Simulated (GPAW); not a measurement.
Consider Al2Pd (Fm-3m).

```
Pd Al
1.0
     0.00000    2.94954    2.94954
     2.94954    0.00000    2.94954
     2.94954    2.94954    0.00000
Pd Al
1 2
Cartesian
  0.0000 0.0000 0.0000
  4.4243 4.4243 4.4243
  1.4748 1.4748 1.4748
```

Absorber: atom 2, with 4 Pd at 2.55 Å and 6 Al at 2.95 Å (10-fold, site symmetry -43m). Method: GPAW, LDA, excited-electron core hole (neutral cell), 12-atom cell with 5.9 Å between holes, 5×5×5 k points, dipole transitions, Gaussian full width 0.9 eV up to 4 eV, rising linearly to 3.5 eV at 25 eV.

**Question.** Where do the maxima of the Al K edge fall?

Main maxima up to 24 eV above the zero (height): 0.3 eV (1.14), 5.4 eV (2.11), 8.7 eV (1.08) and 13.4 eV (1.03). A K edge sees empty p states on the absorber. The total-energy difference is 1563.29 eV. One term is added: -13.88 eV, since the hole is spin-paired here and a spin-polarised one costs that much less in the free atom (computed apart). The photon energy is then 1549.41 eV. The tabulated edge of the element is 1559 eV. The functional leaves an error in such absolute values: in the free atom LDA prices this hole 7.2 eV below PBE (computed apart), and PBE is itself good to a few eV.

The Al K spectrum (energy from the lowest empty level; intensity scaled to a mean of 1 over the first 20 eV):

```
E (eV)  intensity
  -2.0       0.00
  -1.5       0.00
  -1.0       0.01
  -0.5       0.21
   0.0       0.95
   0.5       0.98
   1.0       0.39
   1.5       0.45
   2.0       0.64
   2.5       0.64
   3.0       0.75
   3.5       1.06
   4.0       1.21
   4.5       1.63
   5.0       2.00
   5.5       2.09
   6.0       1.84
   6.5       1.69
   7.0       1.43
   7.5       1.07
   8.0       1.00
   8.5       1.07
   9.0       1.05
   9.5       0.96
  10.0       0.89
  10.5       0.84
  11.0       0.80
  11.5       0.80
  12.0       0.87
  12.5       0.95
  13.0       1.01
  13.5       1.03
  14.0       1.00
  14.5       0.97
  15.0       0.95
  15.5       0.94
  16.0       0.90
  16.5       0.86
  17.0       0.81
  17.5       0.78
  18.0       0.76
  18.5       0.72
  19.0       0.67
  19.5       0.62
  20.0       0.57
  20.5       0.54
  21.0       0.51
  21.5       0.50
  22.0       0.49
  22.5       0.47
  23.0       0.46
  23.5       0.45
  24.0       0.46
  24.5       0.49
  25.0       0.55
  25.5       0.63
  26.0       0.72
  26.5       0.82
  27.0       0.92
  27.5       1.00
  28.0       1.06
  28.5       1.09
  29.0       1.09
  29.5       1.06
  30.0       1.01
  30.5       0.96
  31.0       0.93
  31.5       0.92
  32.0       0.93
```

The holes are only 5.9 Å apart, so the shape is probably not converged with cell size; no larger cell was run here. Lifetime broadening is put in by hand, and intensities beyond about 20 eV depend on it and on the partial waves; weight that the partial waves miss at high energy is lost. The structure is a computed Materials Project entry and may be a hypothetical form.

[Banner, clock and machine lines of the logs are left out without a mark of their own.]

[Logs are printed without paths, hosts, clocks, repeated set-up lines and the standing remarks that a program may print on its own settings, such as how far it seeks lower states.]

[Hosts, paths, dates, database ids (printed as entryN), source tags and the programs' standing remarks are cut or masked in the printed files.]

[Lists of maxima count a maximum above −3 eV only where it reaches 4 % of the highest in the window and stands out from its surroundings by 2 % of it (1.5 % where it reaches 55 %); shoulders and weaker maxima are passed over, and of the rest the first, up to two pre-edge ones and the few strongest are named.]
